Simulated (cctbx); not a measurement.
# Resonant diffraction in SmPb2

Space group I4_1/amd (no. 141, origin choice 1), a = 4.7310 Å, b = 4.7310 Å, c = 17.8020 Å, α = 90.00°, β = 90.00°, γ = 90.00°.

```
atom  mult.    x    y       z  Ueq (Å²)
 Pb1      8  1/2  1/2  0.4163    0.0039
 Sm1      4  1/2  1/2       0    0.0049
```

The model is made up (kin elements in a known structure type, no relaxation), so it says nothing on whether the phase exists.

Calculated with cctbx: free-atom f′ and f″ from the Sasaki tables, no fine structure; amplitudes in electrons.

| E (eV) | F 0 2 0 | F 2 2 4 | F 3 0 1 | F 0 2 4 |
| --- | --- | --- | --- | --- |
| 6116 | 679.0 | 92.6 | 176.7 | 96.7 |
| 6466 | 670.3 | 99.1 | 181.2 | 103.4 |
| 6596 | 663.6 | 104.8 | 185.2 | 109.3 |
| 6656 | 657.2 | 110.5 | 189.3 | 115.1 |
| 6686 | 651.6 | 115.8 | 193.1 | 120.5 |
| 6701 | 645.7 | 121.3 | 197.0 | 126.1 |
| 6708 | 640.5 | 126.2 | 200.5 | 131.1 |
| 6712 | 635.1 | 131.4 | 204.2 | 136.4 |
| 6720 | 637.4 | 130.6 | 202.9 | 135.7 |
| 6724 | 644.2 | 123.8 | 198.1 | 128.8 |
| 6731 | 650.0 | 118.0 | 194.0 | 122.9 |
| 6746 | 656.1 | 111.8 | 189.6 | 116.5 |
| 6776 | 662.0 | 105.7 | 185.4 | 110.4 |
| 6866 | 669.1 | 98.0 | 179.9 | 102.6 |
| 7116 | 672.6 | 93.1 | 176.3 | 97.5 |

**Question.** Which edge is crossed, and why do the reflections move as they do?

The L3 edge of Sm. The edge is at 6716 eV. f′ of Sm falls from -11.8 e at 6596 eV to -19.1 e at 4 eV below it, and f″ steps from 3.60 to 10.63 e across it. Over that approach |F| changes by -4 % (0 2 0), +25 % (2 2 4), +10 % (3 0 1) and +25 % (0 2 4): a reflection falls where Sm scatters in phase with the total and rises where it scatters against it; it hardly moves where the Sm term is small or cancels by symmetry. Above the edge the larger f″ enters the imaginary part, where it can add to or cancel the other atoms' f″. The structure is centrosymmetric, so Friedel mates stay equal.

[Logs are printed without paths, hosts, clocks, repeated set-up lines and the standing remarks that a program may print on its own settings, such as how far it seeks lower states.]
